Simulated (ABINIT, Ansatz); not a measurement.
# CsCdH3 (Pm-3m): zone-centre phonons, part 4 of 4

Aim: the zone-centre modes of CsCdH3 (Pm-3m).

ABINIT 10.8.3; DFT PBEsol, scalar-relativistic, plane waves, PseudoDojo norm-conserving pseudopotentials.

So far. Step 4 (Zone-centre response): The acoustic modes at Γ come out as far as 4.9 cm⁻¹ from zero, where they should vanish, a small numerical error. Step 5 (Modes with the sum rule): The rule moves no optical mode by more than 0.2 cm⁻¹.

The structure was built from a prototype and need not be the compound's stable phase.

## (6) The same in Ansatz

A second program on the same cell, potentials, cutoff and meshes tests the implementation of the phonon response, not its convergence.

This step: DFT PBEsol, scalar-relativistic, plane waves, PseudoDojo norm-conserving pseudopotentials (Ansatz 0.2.0).

Contents of input.yaml:

```yaml
crystal:
  lattice:
    - [4.2326865032, 0.0, 0.0]
    - [0.0, 4.2326865032, 0.0]
    - [0.0, 0.0, 4.2326865032]
  atoms:
    - { symbol: Cs, position: [0.0, 0.0, 0.0] }
    - { symbol: Cd, position: [0.5, 0.5, 0.5] }
    - { symbol: H, position: [0.5, 0.5, 0.0] }
    - { symbol: H, position: [0.5, 0.0, 0.5] }
    - { symbol: H, position: [0.0, 0.5, 0.5] }
kpoints:
  mp_grid: { grid: [6, 6, 6] }
hamiltonian:
  xc: pbesol
  pseudopotentials: { kind: nc, accuracy: standard }
scf:
  occupations: { method: fermi_dirac, width: 0.27211 }
output:
  eigenvalues: true
basis:
  ecutwfc: 1278.935
phonons:
  method: dfpt
```

Command:

```sh
ansatz run input.yaml --threads 4 --pin off --max-ram 8192MiB --backend cpu --events-out ev --progress --plain --runs-dir out
```

Numbers of over 12 decimals in the logs are rounded to 6 here.

Output:

```text
Warning: basis.ecutwfc = 1278.935 eV is below the records' recommended 1387.780699 eV, and the density's cutoff is lower with it unless basis.ecutrho_ratio is high enough to keep the records' density cutoff: compare with a run at a higher cutoff
band count auto-derived: 22 (N_el = 32.0; filled up to band 16; 21 by the electrons, moments and atoms)
zone centre: on kpoints.mp_grid the ground state, and the responses unless they are solved on pairs of k-points, stand on 64 of the mesh's 216 k-points, reduced under 8 symmetry operations, with k and −k counted as one. Each operation leaves every solved displacement unchanged or reverses it
Engine: ansatz 0.2.0, x86_64-unknown-linux-gnu
Pseudopotentials: kind: nc
Pseudopotential: Cs, nc, valence charge 9, recommended cutoff 680.284656 eV (normal), Cs.nc.azcp (PseudoDojo's, or run here from an input of PseudoDojo's; its table is named by hamiltonian.pseudopotentials.accuracy)
Pseudopotential: Cd, nc, valence charge 20, recommended cutoff 1387.780699 eV (normal), Cd.nc.azcp (PseudoDojo's, or run here from an input of PseudoDojo's; its table is named by hamiltonian.pseudopotentials.accuracy)
Pseudopotential: H, nc, valence charge 1, recommended cutoff 979.609905 eV (normal), H.nc.azcp (PseudoDojo's, or run here from an input of PseudoDojo's; its table is named by hamiltonian.pseudopotentials.accuracy)
Functional definition: PBEsol
  exchange = pbesol_x
  correlation = pbesol_c
Crystal: 5 atoms, lattice volume = 75.831 Å³
Basis set: ecut = 1278.935 eV, 7881 PW (Γ), exchange–correlation on 100×100×100 points (8 copies of the dense FFT grid, shifted against one another)
Bands: 22, of which v1, the nominal top of the filled ones, is band 16 counted from 1 (15 counted from 0)
Symmetry: 48 space group operations
k-points: 64 of 216 (irreducible under 8 space group operations)
Non-local potential: Cs, projectors of the file, l = 0: 2, l = 1: 2, l = 2: 2, l = 3: 2
Non-local potential: Cd, projectors of the file, l = 0: 2, l = 1: 2, l = 2: 2
Non-local potential: H, projectors of the file, l = 0: 2, l = 1: 1
Initial density: superposition of atomic densities (chi_scale 0.1, normalization cell, long waves kept (reshape's long-wave potential 0.00 eV rms))
Initial wavefunctions: pseudopotential atomic-orbital guess
Functional: x = pbesol(κ = 0.804, μ = 0.123457), c = pbesol(β = 0.046)
SCF iter   1: F=—  HF=-5453.104095 eV  |F-HF|=—  |Δ(HF+E_count)|=         —  Δρ=8.41e-2  dr2=6.93e0  ethr=3.10e-3  ⟨swp⟩=8.3  Hψ=8170  notcnv=0
preconditioner: auto → Kerker (q_TF=auto, 2.363 Å⁻¹)  [metal: Δε(μ)=0.557 eV  Ē_g=10.462 eV  σ=0.272 eV  W_gap=0.39  n_scr=18 (ndim 8)  ℏωp=20.0 eV  f_vac=0.000  D(μ)=0.26/eV (n_scr^D=0)]
SCF iter   2: F=—  HF=-5451.205361 eV  |F-HF|=—  |Δ(HF+E_count)|=    1.90e0  Δρ=3.03e-2  dr2=1.13e0  ethr=3.10e-3  ⟨swp⟩=2.6  Hψ=3500  notcnv=0
SCF iter   3: F=—  HF=-5450.821135 eV  |F-HF|=—  |Δ(HF+E_count)|=   3.84e-1  Δρ=1.13e-2  dr2=2.01e-1  ethr=3.10e-3  ⟨swp⟩=1.8  Hψ=2100  notcnv=0
SCF iter   4: F=—  HF=-5450.749059 eV  |F-HF|=—  |Δ(HF+E_count)|=   7.21e-2  Δρ=3.16e-3  dr2=1.65e-2  ethr=6.29e-4  ⟨swp⟩=2.0  Hψ=2050  notcnv=0
SCF iter   5: F=—  HF=-5450.742727 eV  |F-HF|=—  |Δ(HF+E_count)|=   6.33e-3  Δρ=9.25e-4  dr2=1.16e-3  ethr=5.16e-5  ⟨swp⟩=2.1  Hψ=1856  notcnv=0
SCF iter   6: F=—  HF=-5450.742556 eV  |F-HF|=—  |Δ(HF+E_count)|=   1.71e-4  Δρ=3.38e-4  dr2=2.82e-5  ethr=3.62e-6  ⟨swp⟩=2.3  Hψ=2354  notcnv=0
SCF iter   7: F=—  HF=-5450.742573 eV  |F-HF|=—  |Δ(HF+E_count)|=   1.70e-5  Δρ=5.32e-5  dr2=1.54e-6  ethr=8.82e-8  ⟨swp⟩=2.0  Hψ=2424  notcnv=0
SCF iter   8: F=—  HF=-5450.741995 eV  |F-HF|=—  |Δ(HF+E_count)|=   5.79e-4  Δρ=1.16e-5  dr2=7.99e-8  ethr=4.83e-9  ⟨swp⟩=2.0  Hψ=2265  notcnv=0
SCF iter   9: F=—  HF=-5450.741995 eV  |F-HF|=—  |Δ(HF+E_count)|=   1.37e-7  Δρ=2.48e-6  dr2=3.21e-9  ethr=2.50e-10  ⟨swp⟩=2.1  Hψ=2284  notcnv=0
SCF iter  10: F=—  HF=-5450.741995 eV  |F-HF|=—  |Δ(HF+E_count)|=   2.49e-9  Δρ=5.19e-7  dr2=1.02e-10  ethr=1.00e-11  ⟨swp⟩=2.1  Hψ=2503  notcnv=0
SCF iter  11: F=-5450.741995 eV  HF=-5450.741995 eV  |F-HF|=9.09e-13  |Δ(HF+E_count)|=  9.28e-11  Δρ=9.06e-8  dr2=2.34e-12  ethr=1.00e-12  ⟨swp⟩=11.3  Hψ=10117  notcnv=0
SCF 1 converged in 11 iterations: F = -5450.741995 eV  dr2 = 2.34e-12
DFPT response loops at Γ: preconditioner auto → Kerker (q_TF=auto, 2.363 Å⁻¹) (partly filled bands, converged f_vac=0.000); β = 1.00, the filter's whole step (`scf.mixing.beta` (0.50) is not read by the response loops under this deck's `scf.mixing.preconditioner`; to damp them name `kerker` or `kerker_dos`, under which they read `scf.mixing.beta`, and type it under 1.00, their step now; both keys bind the ground state too); Broyden in place of MSR1
SCF converged after 11 iterations
Free energy (F): -5450.741995 eV
Harris-Foulkes:  -5450.741995 eV  (|F-HF|=9.09e-13)
Internal energy: -5450.649595 eV  (E = F + TS)
E sigma→0 (E₀):  -5450.695795 eV
Entropy (-TS):   -0.092400 eV (-18.480 meV/atom)
Fermi energy:    7.683462 eV
--- Per-component energies (eV) ---
  E_band       = -527.928053
  E_kinetic    = 1853.900888
  E_local      = -5606.642889  (includes V_loc(G=0)·N_el)
  E_nonlocal   = 194.180908
  E_hartree    = 1882.937897
  E_xc         = -869.008139
  E_vxc        = -735.242856  (∫ρ·V_xc dr)
  E_ewald      = -2906.018261
  E_smearing   = -0.092400  (= −TS)
  E_closure    = -0.000000  (closes the sum)
  Σ components = -5450.741995   (vs F -5450.741995, Δ=0.00e0)
--- Band table (eV; the first three rows and the last of 64) ---
  k-point 0: bands = [... 12 lower, -0.0962, 1.0365, 7.1972, 7.1972, 12.0201, 12.0201, 12.0201, 13.7394, ... 2 higher]
  k-point 1: bands = [... 12 lower, 0.0512, 1.6551, 6.6625, 7.3099, 11.6295, 11.6295, 11.9704, 12.8697, ... 2 higher]
  k-point 2: bands = [... 12 lower, 0.2389, 2.6518, 5.3158, 7.5835, 10.9632, 10.9632, 11.6608, 12.7870, ... 2 higher]
  k-point 63: bands = [... 12 lower, 0.1504, 4.0761, 4.0761, 4.0761, 6.3724, 14.9810, 14.9810, 14.9810, ... 2 higher]
--- Phonons (Γ-DFPT): 4 representative perturbations + reference, on 64 of 216 k-points (Σ response iterations 13) ---
  k mesh reduced under 8 symmetry operations, with k and −k counted as one. Each operation leaves every solved displacement unchanged or reverses it
  ASR residual: 7.130e-4 → 0.000e0 eV/Å²; symmetrization residual: 4.853e-6 eV/Å²
  ASR residual per site (eV/Å²): 1.07e-5 7.13e-4 1.79e-5 1.79e-5 1.79e-5
  Γ frequencies (cm⁻¹): 0.00 0.00 0.00 86.11 86.11 86.11 491.68 491.68 491.68 666.91 666.91 666.91 887.64 887.64 887.64
  non-analytic LO–TO correction: not included (Born effective charges unavailable; polar crystals: no LO–TO splitting at Γ)
```

The job ended after 47 s (4 threads of Intel Xeon at 2.70GHz, shared host; peak memory 1.9 GiB; 2.9 min of CPU time).

Numbers from this step:

```yaml
sum_rule_residual_before_enforcement: 7.13e-4 eV/Å²
highest_optical_zone_centre_mode_no_lo_to_term: 887.6 cm⁻¹
lowest_optical_zone_centre_mode: 86.11 cm⁻¹
```

## (7) The two compared: ABINIT PseudoDojo and Ansatz, PseudoDojo

Worked out from the results:

- root-mean-square difference: 0.07 cm⁻¹
- largest difference: 0.12 cm⁻¹

The 12 of 12 modes that differ most. Frequencies side by side:

```csv
q (reciprocal lattice),mode,ABINIT PseudoDojo (cm⁻¹),"Ansatz, PseudoDojo (cm⁻¹)"
0 0 0,4,86.13,86.11
0 0 0,5,86.13,86.11
0 0 0,6,86.13,86.11
0 0 0,7,491.7,491.7
0 0 0,8,491.7,491.7
0 0 0,9,491.7,491.7
0 0 0,10,667,666.9
0 0 0,11,667,666.9
0 0 0,12,667,666.9
0 0 0,13,887.8,887.6
0 0 0,14,887.8,887.6
0 0 0,15,887.8,887.6
```

At the zone centre the largest difference (acoustic modes at Γ apart) is 0.01 % of the highest mode.

## (8) What came out

```yaml
space_group_after_relaxation: Pm-3m
volume_per_atom: 15.2 Å³
highest_optical_zone_centre_mode_no_lo_to_term: 887.8 cm⁻¹
lowest_optical_zone_centre_mode: 86.1 cm⁻¹
imaginary_optical_modes_at_the_zone_centre_no_q_mesh_in_this_session: none
largest_difference_from_ansatz_pseudodojo: 0.12 cm⁻¹
```

**Reading.** At the PBEsol level the optical modes of CsCdH3 (Pm-3m) at the zone centre run from 86 to 888 cm⁻¹. ABINIT PseudoDojo and Ansatz, PseudoDojo agree to 0.12 cm⁻¹ (0.01 % of the highest mode compared) on all solved modes but the acoustic ones at Γ, without the LO-TO term. These are harmonic frequencies: anharmonic shifts and widths and the lattice's thermal expansion are left out. The Fermi-Dirac smearing of 0.01 Ha is an electronic temperature of 3158 K, which adds a pressure of its own and can shift the volume and soft modes. Spin-orbit coupling is left out, which can matter for the heavy elements here. In a metal the frequencies hang on the k mesh and the smearing, most of all near Kohn anomalies. Ansatz warns that the cutoff lies 8 % under the one recommended for these files; agreement at one cutoff is not convergence. The structure is a hypothetical one, built on a prototype.

[Host names and launcher messages were left out of these logs when they were recorded.]

[Logs are printed without paths, hosts, clocks, repeated set-up lines and the standing remarks that a program may print on its own settings, such as how far it seeks lower states.]

[Hosts, paths, dates, database ids (printed as entryN), source tags and the programs' standing remarks are cut or masked in the printed files.]
